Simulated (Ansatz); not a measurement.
## Sr2C (built on the sites of a database entry of Be2C): phonons and vibrational spectra

How does Sr2C (built on the sites of a database entry of Be2C) vibrate, and is this structure a minimum?

Main program and level: Ansatz 0.2.0; DFT PBEsol, scalar-relativistic, plane waves, PAW.

The structure was built from a prototype and need not be the compound's stable phase.

## Step 1: The structure

It takes space group Fm-3m (No. 225, cubic). The conventional cell has a = 7.251 Å, b = 7.251 Å, c = 7.251 Å, α = 90.00°, β = 90.00°, γ = 90.00°. Nearest to Sr lie 4 C at 3.14 Å. C has 8 Sr at 3.14 Å nearest. Farther neighbours are not listed.

## Step 2: Bringing the structure to rest

The cell and atoms are relaxed, since residual forces and stress would shift the frequencies.

Contents of input.yaml:

```yaml
crystal:
  lattice:
    - [0.0, 3.62562, 3.62562]
    - [3.62562, 0.0, 3.62562]
    - [3.62562, 3.62562, 0.0]
  atoms:
    - { symbol: Sr, position: [0.25, 0.25, 0.25] }
    - { symbol: Sr, position: [0.75, 0.75, 0.75] }
    - { symbol: C, position: [0.0, 0.0, 0.0] }
kpoints:
  mp_grid: { grid: [10, 10, 10] }
hamiltonian:
  xc: pbesol
scf:
  occupations: { method: gaussian, width: 0.1 }
output:
  forces: true
  stress: true
  eigenvalues: true
relax:
  adjacent_minimum: "off"
  f_tol: 0.005
  max_steps: 80
  cell: { stress_tol: 0.05 }
```

Started as:

```console
$ ansatz run input.yaml --threads 4 --pin off --max-ram 7168MiB --backend cpu --events-out ev --progress --plain --runs-dir out
```

Numbers of over 12 decimals in the logs are rounded to 6 here.

What it wrote:

```text
Engine: ansatz 0.2.0, aarch64-unknown-linux-gnu
Pseudopotentials: kind: paw
Pseudopotential: Sr, paw, valence charge 10, recommended cutoff 420 eV (normal), Sr.paw.azcp
Pseudopotential: C, paw, valence charge 4, recommended cutoff 420 eV (normal), C.paw.azcp
Functional definition: PBEsol
  exchange = pbesol_x
  correlation = pbesol_c
Crystal: 3 atoms, lattice volume = 95.318 Å³
Basis set: ecut = 420 eV, 1837 PW (Γ), exchange–correlation on 72×72×72 points (8 copies of the dense FFT grid, shifted against one another)
Bands: 16, of which v1, the nominal top of the filled ones, is band 12 counted from 1 (11 counted from 0)
Symmetry: 48 space group operations
Space group: Fm-3m (ITA 225), of the structure as read, at distance tolerance 4.6e-5 Å
k-points: 47 of 1000
Non-local potential: Sr, projectors of the file, l = 0: 3, l = 1: 2, l = 2: 2
Non-local potential: C, projectors of the file, l = 0: 2, l = 1: 2, l = 2: 1
PAW form: soft (Blöchl's): semilocal exchange-correlation on the pseudo side does not see the compensation charge
PAW frozen core: Sr, regenerated for the run's functional, and the local potential with it (the file was generated under x = pbe(κ = 0.804, μ = 0.219515), c = pbe(β = 0.066725))
PAW frozen core: C, regenerated for the run's functional, and the local potential with it (the file was generated under x = pbe(κ = 0.804, μ = 0.219515), c = pbe(β = 0.066725))
PAW one-centre angular grid: Sr, 110 points (default); XC on 64 Gauss nodes
PAW one-centre angular grid: C, 110 points (default); XC on 64 Gauss nodes
Initial density: superposition of atomic densities (neutral atoms: chi_scale 0, normalization atom), corrected by the library's trained network
Initial wavefunctions: pseudopotential atomic-orbital guess
Functional: x = pbesol(κ = 0.804, μ = 0.123457), c = pbesol(β = 0.046)
SCF iter   1: F=—  HF=-7228.833804 eV  |F-HF|=—  |Δ(HF+E_count)|=         —  Δρ=5.48e-3  dr2=5.10e-2  ethr=1.77e-3  ⟨swp⟩=9.8  Hψ=5177  notcnv=0
preconditioner: auto → Kerker (q_TF=auto, 2.168 Å⁻¹)  [metal: Δε(μ)=0.045 eV  Ē_g=4.549 eV  σ=0.100 eV  W_gap=0.25  n_scr=14 (ndim 8)  ℏωp=10.8 eV  f_vac=0.000  D(μ)=0.84/eV (n_scr^D=0)]
SCF iter   2: F=—  HF=-7228.828272 eV  |F-HF|=—  |Δ(HF+E_count)|=   5.53e-3  Δρ=1.62e-3  dr2=4.46e-3  ethr=2.12e-4  ⟨swp⟩=2.0  Hψ=1235  notcnv=0
preconditioner: auto → none  [insulator: Δε(μ)=0.115 eV  Ē_g=4.618 eV  σ=0.100 eV  W_gap=0.57  n_scr=14 (ndim 8)  ℏωp=10.8 eV  f_vac=0.000  D(μ)=0.59/eV (n_scr^D=0)  ε∞_Penn≈6.4]
SCF iter   3: F=—  HF=-7228.828304 eV  |F-HF|=—  |Δ(HF+E_count)|=   3.28e-5  Δρ=6.92e-4  dr2=5.38e-4  ethr=1.86e-5  ⟨swp⟩=2.0  Hψ=912  notcnv=0
SCF iter   4: F=—  HF=-7228.828493 eV  |F-HF|=—  |Δ(HF+E_count)|=   1.89e-4  Δρ=1.31e-4  dr2=1.59e-5  ethr=2.24e-6  ⟨swp⟩=2.0  Hψ=858  notcnv=0
SCF iter   5: F=—  HF=-7228.828502 eV  |F-HF|=—  |Δ(HF+E_count)|=   8.73e-6  Δρ=2.37e-5  dr2=2.81e-7  ethr=6.63e-8  ⟨swp⟩=2.8  Hψ=1242  notcnv=0
SCF iter   6: F=-7228.828502 eV  HF=-7228.828502 eV  |F-HF|=3.36e-9  |Δ(HF+E_count)|=   1.97e-7  Δρ=2.84e-6  dr2=6.37e-9  ethr=4.17e-10  ⟨swp⟩=7.1  Hψ=4333  notcnv=0
SCF 1 converged in 6 iterations: F = -7228.828502 eV  dr2 = 6.37e-9
  greatest PAW one-centre occupation: 0.987 electrons in one spin orbital (limit 2), on the Sr atom at site 1 (counted from 0), in its partial waves of l = 0
relax step   1: F+E_penalty+E_count = -7228.82850186 eV  Δ(F+E_penalty+E_count) = +0.000e0 eV  max|allowed force component| = 3.392e-17 eV/Å  Δτ_max = 0.0000 Å  P = -6.387 GPa  Ω = 95.318 Å³  (6 SCF iters, dr2 threshold 1.00e-7 eV, accepted)
Crystal: 3 atoms, lattice volume = 82.047 Å³
Basis set: ecut = 420 eV, 1639 PW (Γ), exchange–correlation on 72×72×72 points (8 copies of the dense FFT grid, shifted against one another)
Initial density: handed on by an earlier stage of this run
Initial wavefunctions: those handed on with the density
iter 1 solved again at ethr=9.19e-4 eV; its pass at ethr=3.10e-3 eV (dr2=2.21e-1 eV) is discarded
SCF iter   1: F=—  HF=-7229.297928 eV  |F-HF|=—  |Δ(HF+E_count)|=         —  Δρ=1.05e-2  dr2=2.20e-1  ethr=9.19e-4  ⟨swp⟩=1.0  Hψ=5935  notcnv=0
preconditioner: auto → none  [insulator: Δε(μ)=0.203 eV  Ē_g=13.745 eV  σ=0.100 eV  W_gap=0.84  n_scr=14 (ndim 8)  ℏωp=18.3 eV  f_vac=0.000  D(μ)=0.17/eV (n_scr^D=0)  ε∞_Penn≈2.8]
SCF iter   2: F=—  HF=-7229.366466 eV  |F-HF|=—  |Δ(HF+E_count)|=   6.85e-2  Δρ=2.07e-2  dr2=7.97e-1  ethr=9.18e-4  ⟨swp⟩=3.1  Hψ=1234  notcnv=0  recentre
SCF iter   3: F=—  HF=-7229.266197 eV  |F-HF|=—  |Δ(HF+E_count)|=   1.00e-1  Δρ=2.93e-3  dr2=1.57e-2  ethr=9.18e-4  ⟨swp⟩=2.3  Hψ=1457  notcnv=0
SCF iter   4: F=—  HF=-7229.266518 eV  |F-HF|=—  |Δ(HF+E_count)|=   3.22e-4  Δρ=2.63e-3  dr2=1.33e-2  ethr=6.55e-5  ⟨swp⟩=2.0  Hψ=932  notcnv=0
SCF iter   5: F=—  HF=-7229.265730 eV  |F-HF|=—  |Δ(HF+E_count)|=   7.88e-4  Δρ=1.77e-3  dr2=6.98e-3  ethr=5.55e-5  ⟨swp⟩=1.0  Hψ=752  notcnv=0
SCF iter   6: F=—  HF=-7229.264812 eV  |F-HF|=—  |Δ(HF+E_count)|=   9.18e-4  Δρ=4.03e-4  dr2=3.29e-4  ethr=2.91e-5  ⟨swp⟩=2.0  Hψ=840  notcnv=0
SCF iter   7: F=—  HF=-7229.264768 eV  |F-HF|=—  |Δ(HF+E_count)|=   4.42e-5  Δρ=6.08e-5  dr2=6.50e-6  ethr=1.37e-6  ⟨swp⟩=2.0  Hψ=858  notcnv=0
SCF iter   8: F=—  HF=-7229.264766 eV  |F-HF|=—  |Δ(HF+E_count)|=   2.51e-6  Δρ=4.73e-6  dr2=1.33e-8  ethr=1.25e-9  ⟨swp⟩=5.9  Hψ=4355  notcnv=0
SCF iter   9: F=-7229.264766 eV  HF=-7229.264766 eV  |F-HF|=1.96e-10  |Δ(HF+E_count)|=  3.82e-11  Δρ=9.73e-7  dr2=3.54e-10  ethr=5.55e-11  ⟨swp⟩=2.0  Hψ=2275  notcnv=0
SCF 2 converged in 9 iterations: F = -7229.264766 eV  dr2 = 3.54e-10
relax step   2: F+E_penalty+E_count = -7229.26476555 eV  Δ(F+E_penalty+E_count) = -4.363e-1 eV  max|allowed force component| = 3.547e-16 eV/Å  Δτ_max = 0.0000 Å  P = -3.667 GPa  Ω = 82.047 Å³  energy of the carried Pulay correction = +4.698e-3 eV  (9 SCF iters, dr2 threshold 3.00e-7 eV, accepted)
Crystal: 3 atoms, lattice volume = 70.068 Å³
Basis set: ecut = 420 eV, 1363 PW (Γ), exchange–correlation on 72×72×72 points (8 copies of the dense FFT grid, shifted against one another)
iter 1 solved again at ethr=1.20e-3 eV; its pass at ethr=3.10e-3 eV (dr2=2.87e-1 eV) is discarded
SCF iter   1: F=—  HF=-7229.421110 eV  |F-HF|=—  |Δ(HF+E_count)|=         —  Δρ=1.39e-2  dr2=2.92e-1  ethr=1.20e-3  ⟨swp⟩=1.0  Hψ=5714  notcnv=0
preconditioner: auto → none  [insulator: Δε(μ)=0.105 eV  Ē_g=13.860 eV  σ=0.100 eV  W_gap=0.53  n_scr=14 (ndim 8)  ℏωp=19.8 eV  f_vac=0.000  D(μ)=0.23/eV (n_scr^D=0)  ε∞_Penn≈3.0]
SCF iter   2: F=—  HF=-7229.382796 eV  |F-HF|=—  |Δ(HF+E_count)|=   3.83e-2  Δρ=5.34e-3  dr2=4.25e-2  ethr=1.20e-3  ⟨swp⟩=2.1  Hψ=1093  notcnv=0
SCF iter   3: F=—  HF=-7229.377468 eV  |F-HF|=—  |Δ(HF+E_count)|=   5.33e-3  Δρ=1.45e-3  dr2=1.34e-3  ethr=1.77e-4  ⟨swp⟩=1.9  Hψ=944  notcnv=0
SCF iter   4: F=—  HF=-7229.377629 eV  |F-HF|=—  |Δ(HF+E_count)|=   1.61e-4  Δρ=4.78e-4  dr2=3.97e-4  ethr=5.59e-6  ⟨swp⟩=1.9  Hψ=1102  notcnv=0
SCF iter   5: F=—  HF=-7229.377585 eV  |F-HF|=—  |Δ(HF+E_count)|=   4.36e-5  Δρ=2.15e-4  dr2=8.58e-5  ethr=1.65e-6  ⟨swp⟩=1.0  Hψ=752  notcnv=0
SCF iter   6: F=—  HF=-7229.377577 eV  |F-HF|=—  |Δ(HF+E_count)|=   8.03e-6  Δρ=1.19e-5  dr2=2.08e-7  ethr=1.25e-9  ⟨swp⟩=6.1  Hψ=4681  notcnv=0
SCF iter   7: F=-7229.377577 eV  HF=-7229.377577 eV  |F-HF|=6.98e-9  |Δ(HF+E_count)|=   2.34e-9  Δρ=2.71e-6  dr2=1.22e-8  ethr=8.67e-10  ⟨swp⟩=3.0  Hψ=2484  notcnv=0
SCF 3 converged in 7 iterations: F = -7229.377577 eV  dr2 = 1.22e-8
relax step   3: F+E_penalty+E_count = -7229.37757699 eV  Δ(F+E_penalty+E_count) = -1.128e-1 eV  max|allowed force component| = 4.410e-16 eV/Å  Δτ_max = 0.0000 Å  P = +1.416 GPa  Ω = 70.068 Å³  energy of the carried Pulay correction = +9.589e-3 eV  (7 SCF iters, dr2 threshold 3.00e-7 eV, accepted)
[...]
relax step   4: F+E_penalty+E_count = -7229.38657922 eV  Δ(F+E_penalty+E_count) = -9.002e-3 eV  max|allowed force component| = 3.146e-16 eV/Å  Δτ_max = 0.0000 Å  P = -0.243 GPa  Ω = 73.038 Å³  energy of the carried Pulay correction = +8.311e-3 eV  (6 SCF iters, dr2 threshold 3.00e-7 eV, accepted)
[...]
relax step   5: F+E_penalty+E_count = -7229.38713379 eV  Δ(F+E_penalty+E_count) = -5.546e-4 eV  max|allowed force component| = 1.958e-16 eV/Å  Δτ_max = 0.0000 Å  P = -0.015 GPa  Ω = 72.588 Å³  energy of the carried Pulay correction = +8.502e-3 eV  (5 SCF iters, dr2 threshold 1.47e-7 eV, accepted)
[...]
relax step   6: F+E_penalty+E_count = -7229.38439016 eV  Δ(F+E_penalty+E_count) = +2.744e-3 eV  max|allowed force component| = 1.110e-16 eV/Å  Δτ_max = 0.0000 Å  P = -0.083 GPa  Ω = 72.588 Å³  stress off target by 8.32e-2 GPa  SCF on the basis re-selected at this cell (its energy is not comparable with the rows above)  (6 SCF iters)
[...]
relax step   7: F+E_penalty+E_count = -7229.38449687 eV  Δ(F+E_penalty+E_count) = -1.067e-4 eV  max|allowed force component| = 4.071e-16 eV/Å  Δτ_max = 0.0000 Å  P = -0.002 GPa  Ω = 72.432 Å³  energy of the carried Pulay correction = +6.531e-5 eV  (5 SCF iters, dr2 threshold 1.73e-8 eV, accepted)
iter 1 solved again at ethr=1.23e-7 eV; its pass at ethr=3.10e-3 eV (dr2=2.95e-5 eV) is discarded
SCF iter   1: F=—  HF=-7229.384417 eV  |F-HF|=—  |Δ(HF+E_count)|=         —  Δρ=5.13e-6  dr2=5.41e-9  ethr=1.23e-7  ⟨swp⟩=4.6  Hψ=7708  notcnv=0
eigensolver tolerance schedule: the retry pair's looser diagonalisation over-reported the residual by 5445.31 of it (diagonalisation noise at 0.28 of the residual, at the tolerance the schedule requests for it); recorded, not acted on — ethr = c·dr2/N_el stays at c = 1.0e-1
preconditioner: auto → Kerker (q_TF=auto, 2.270 Å⁻¹)  [metal: Δε(μ)=0.005 eV  Ē_g=13.809 eV  σ=0.100 eV  W_gap=0.03  n_scr=14 (ndim 8)  ℏωp=19.5 eV  f_vac=0.000  D(μ)=1.44/eV (n_scr^D=8)]
SCF iter   2: F=—  HF=-7229.384422 eV  |F-HF|=—  |Δ(HF+E_count)|=   4.56e-6  Δρ=2.72e-6  dr2=2.71e-9  ethr=2.26e-11  ⟨swp⟩=3.2  Hψ=1659  notcnv=0
SCF iter   3: F=—  HF=-7229.384422 eV  |F-HF|=—  |Δ(HF+E_count)|=   1.55e-9  Δρ=8.77e-7  dr2=6.59e-10  ethr=1.13e-11  ⟨swp⟩=1.4  Hψ=774  notcnv=0
SCF iter   4: F=—  HF=-7229.384422 eV  |F-HF|=—  |Δ(HF+E_count)|=  8.19e-12  Δρ=3.76e-7  dr2=1.83e-10  ethr=2.75e-12  ⟨swp⟩=2.0  Hψ=941  notcnv=0
SCF iter   5: F=-7229.384422 eV  HF=-7229.384422 eV  |F-HF|=5.46e-12  |Δ(HF+E_count)|=  5.46e-12  Δρ=1.13e-7  dr2=9.73e-12  ethr=1.00e-12  ⟨swp⟩=6.0  Hψ=4331  notcnv=0
SCF 8 converged in 5 iterations: F = -7229.384422 eV  dr2 = 9.73e-12
relax step   8: F+E_penalty+E_count = -7229.38442181 eV  Δ(F+E_penalty+E_count) = +7.506e-5 eV  max|allowed force component| = 2.575e-16 eV/Å  Δτ_max = 0.0000 Å  P = -0.003 GPa  Ω = 72.432 Å³  stress off target by 2.81e-3 GPa  SCF on the basis re-selected at this cell (its energy is not comparable with the rows above)  (5 SCF iters)
basis re-selected at this cell: Δ(F+E_penalty+E_count) = +7.506e-5 eV, ΔP = -0.001 GPa vs the last step (what re-selecting the basis moved, of the pressure what is left beyond the Pulay correction that the steps carried, after the strain that the cell walked since its last selection, with what the two solves' SCF thresholds leave and, on support functions, any second-order correction that the steps lacked; it is no m [...]
SCF converged after 5 iterations
Free energy (F): -7229.384422 eV
Harris-Foulkes:  -7229.384422 eV  (|F-HF|=5.46e-12)
Internal energy: -7229.377225 eV  (E = F + TS)
E sigma→0 (E₀):  -7229.380823 eV
Entropy (-TS):   -0.007197 eV (-2.399 meV/atom)
Fermi energy:    8.629908 eV
--- Per-component energies (eV) ---
  E_band       = -159.901072
  E_kinetic    = 575.041664
  E_local      = -1322.179481  (includes V_loc(G=0)·N_el)
  E_nonlocal   = 433.520757
  E_hartree    = 311.960032
  E_xc         = -390.515515
  E_vxc        = -381.820491  (∫ρ·V_xc dr)
  E_paw        = -5383.188697  (= ΣΔE_a)
  E_vpaw       = -88.383557  (= ΣTr[D̂ρ^β])
  E_aug_tail   = 0.000003  (compensation charges beyond the density's cutoff)
  E_ewald      = -1454.305784
  E_core_change = 0.289795  (= ΣΔE_core)
  E_smearing   = -0.007197  (= −TS)
  E_closure    = 0.000000  (closes the sum)
  Σ components = -7229.384422   (vs F -7229.384422, Δ=0.00e0)
--- Forces (eV/Å), atoms counted from 1 ---
  atom   1  Sr    -0.00000000     0.00000000     0.00000000
  atom   2  Sr     0.00000000    -0.00000000    -0.00000000
  atom   3  C     -0.00000000     0.00000000    -0.00000000
  max |Σ_I F_I| component: 4.63e-17 eV/Å
--- Stress (GPa, compression-positive) ---
       -0.002811      -0.000000      -0.000000
       -0.000000      -0.002811      -0.000000
       -0.000000       0.000000      -0.002811
  P = ⅓ Tr σ = -0.0028 GPa (-0.028 kbar)
--- Band table (eV; the first three rows and the last of 47) ---
  k-point 0: bands = [... 8 lower, 0.3446, 7.1153, 7.1153, 7.1153, 8.6302, 9.8651, 9.8651, 13.9451]
  k-point 1: bands = [... 8 lower, 0.4072, 6.9165, 7.1859, 7.1859, 9.0988, 9.9580, 9.9580, 13.4887]
  k-point 2: bands = [... 8 lower, 0.5657, 6.7096, 7.3826, 7.3826, 10.0411, 10.2283, 10.2283, 12.6881]
  k-point 46: bands = [... 8 lower, 1.0266, 7.2262, 7.8466, 8.4972, 8.7694, 11.2419, 11.3494, 12.6844]
--- Relaxed structure (6 steps of the walk, 6 accepted, 2 SCFs on fresh bases) ---
  F+E_penalty+E_count = -7229.38442181 eV   max|allowed force component| = 2.575e-16 eV/Å   (the final SCF, on the basis selected at the relaxed cell)
  cell:  # Å, volume = 72.4318 Å³
    - [0, 3.308515, 3.308515]
    - [3.308515, 0, 3.308515]
    - [3.308515, 3.308515, 0]
  atoms:
    - { symbol: Sr, position: [0.250000, 0.250000, 0.250000] }
    - { symbol: Sr, position: [0.750000, 0.750000, 0.750000] }
    - { symbol: C, position: [0, 0, 0] }
```

Run time: 7.6 s. Hardware: 4 threads of Arm Neoverse V2, shared host; peak memory 0.41 GiB.

Relaxation path:

```
step  energy less that of the first step (eV)  largest force component (eV/Å)  pressure (GPa)  volume (Å³)
   1                                   0.0000                          0.0000           -6.39        95.32
   2                                  -0.4363                          0.0000           -3.67        82.05
   3                                  -0.5491                          0.0000            1.42        70.07
   4                                  -0.5581                          0.0000           -0.24        73.04
   5                                  -0.5586                          0.0000           -0.02        72.59
  6*                                  -0.5559                          0.0000           -0.08        72.59
   7                                  -0.5560                          0.0000            0.00        72.43
  8*                                  -0.5559                          0.0000            0.00        72.43
```

Relaxation steps marked * repeat the geometry before them on a plane-wave basis chosen anew for their cell, so energy and pressure can jump there.

The run keeps the 48 symmetry operations that it works with, so distortions that break them were not tested.

| conventional cell, symmetrised | before | after | change |
| --- | --- | --- | --- |
| a (Å) | 7.251 | 6.617 | -8.7 % |
| b (Å) | 7.251 | 6.617 | -8.7 % |
| c (Å) | 7.251 | 6.617 | -8.7 % |
| volume (Å³/atom) | 31.77 | 24.14 | -24.0 % |

Final coordinates:

```xyz
3
Lattice="0.0000 3.3085 3.3085 3.3085 0.0000 3.3085 3.3085 3.3085 0.0000" Properties=species:S:1:pos:R:3 pbc="T T T"
Sr    1.6543    1.6543    1.6543
Sr    4.9628    4.9628    4.9628
C     0.0000    0.0000    0.0000
```

Numbers from this step:

| Property | Result |
| --- | --- |
| pressure | -0.002811 GPa |
| volume per atom | 24.14 Å³ |
| gap on the k-mesh | 0 eV |

In this step the volume went from 31.77 to 24.14 Å³/atom.

## Step 3: Bringing the structure to rest

The relaxation is repeated from its end on the same settings, as a check that it has come to rest.

input.yaml, the sections that differ from step 2:

```yaml
crystal:
  lattice:
    - [0.0, 3.3085154, 3.3085154]
    - [3.3085154, 0.0, 3.3085154]
    - [3.3085154, 3.3085154, 0.0]
  atoms:
    - { symbol: Sr, position: [0.25, 0.25, 0.25] }
    - { symbol: Sr, position: [0.75, 0.75, 0.75] }
    - { symbol: C, position: [0.0, 0.0, 0.0] }
output:
  forces: true
  stress: true
  eigenvalues: true
  write_density: true
  write_potential: true
  elf: true
  volumetric_format: npy
# kpoints, hamiltonian, scf, relax: as in step 2
```

What it wrote:

```text
[...]
Crystal: 3 atoms, lattice volume = 72.432 Å³
Basis set: ecut = 420 eV, 1411 PW (Γ), exchange–correlation on 64×64×64 points (8 copies of the dense FFT grid, shifted against one another)
Bands: 16, of which v1, the nominal top of the filled ones, is band 12 counted from 1 (11 counted from 0)
Symmetry: 48 space group operations
[...]
k-points: 47 of 1000
[...]
k-point 46: bands = [... 8 lower, 1.0266, 7.2262, 7.8466, 8.4972, 8.7694, 11.2419, 11.3494, 12.6844]
--- Relaxed structure (1 steps of the walk, 1 accepted, 1 SCFs on fresh bases) ---
[...]
cell:  # Å, volume = 72.4318 Å³
    - [0.0, 3.3085154, 3.3085154]
    - [3.3085154, 0.0, 3.3085154]
    - [3.3085154, 3.3085154, 0.0]
  atoms:
    - { symbol: Sr, position: [0.25, 0.25, 0.25] }
    - { symbol: Sr, position: [0.75, 0.75, 0.75] }
    - { symbol: C, position: [0.0, 0.0, 0.0] }
[key lines of the parts left out:]
SCF converged after 5 iterations
Free energy (F): -7229.384422 eV
Fermi energy:    8.629908 eV
P = ⅓ Tr σ = -0.0028 GPa (-0.028 kbar)
```

Wall time 2 s (4 threads); peak memory 0.38 GiB.

Little changed from the start: no atom moved by 0.005 Å and no cell edge by 0.1 %.

This step gave:

```yaml
pressure: -0.002815 GPa
```

In this step the volume went from 24.14 to 24.14 Å³/atom.

## Step 4: Relaxing to small forces for the phonons

Phonons need a cell at rest on their own settings, so the relaxation is repeated with tight tolerances on forces and stress, using the mesh and the filling of the phonon run that follows.

input.yaml, the sections that differ from step 3:

```yaml
scf:
  occupations: { method: methfessel_paxton, width: 0.15 }
output:
  forces: true
  stress: true
  eigenvalues: true
relax:
  adjacent_minimum: "off"
  f_tol: 0.001
  max_steps: 60
  cell: { stress_tol: 0.01 }
# crystal, kpoints, hamiltonian: as in step 3
```

What it wrote:

```text
[...]
Crystal: 3 atoms, lattice volume = 72.432 Å³
Basis set: ecut = 420 eV, 1411 PW (Γ), exchange–correlation on 64×64×64 points (8 copies of the dense FFT grid, shifted against one another)
Bands: 16, of which v1, the nominal top of the filled ones, is band 12 counted from 1 (11 counted from 0)
Symmetry: 48 space group operations
[...]
k-points: 47 of 1000
[...]
k-point 46: bands = [... 8 lower, 1.0407, 7.2374, 7.8586, 8.5064, 8.7797, 11.2521, 11.3588, 12.6939]
--- Relaxed structure (3 steps of the walk, 3 accepted, 1 SCFs on fresh bases) ---
[...]
cell:  # Å, volume = 72.3822 Å³
    - [0, 3.307759, 3.307759]
    - [3.307759, 0, 3.307759]
    - [3.307759, 3.307759, 0]
  atoms:
    - { symbol: Sr, position: [0.25, 0.25, 0.25] }
    - { symbol: Sr, position: [0.75, 0.75, 0.75] }
    - { symbol: C, position: [0, 0, 0] }
[key lines of the parts left out:]
SCF converged after 6 iterations
Free energy (F): -7229.379767 eV
Fermi energy:    8.633508 eV
P = ⅓ Tr σ = -0.0004 GPa (-0.004 kbar)
```

Wall time 3.2 s (4 threads); peak memory 0.38 GiB; 12 s of CPU time.

Little changed from the start: no atom moved by 0.005 Å and no cell edge by 0.1 %.

Numbers from this step:

- pressure: -3.91e-4 GPa
- volume per atom: 24.13 Å³

The forces vanish by symmetry and the pressure is 0.000 GPa, within the tolerances set. The cell now holds 24.13 Å³/atom.

[end of part 1 of 2]

[Logs are printed without paths, hosts, clocks, repeated set-up lines and the standing remarks that a program may print on its own settings, such as how far it seeks lower states.]

[Hosts, paths, dates, database ids (printed as entryN), source tags and the programs' standing remarks are cut or masked in the printed files.]
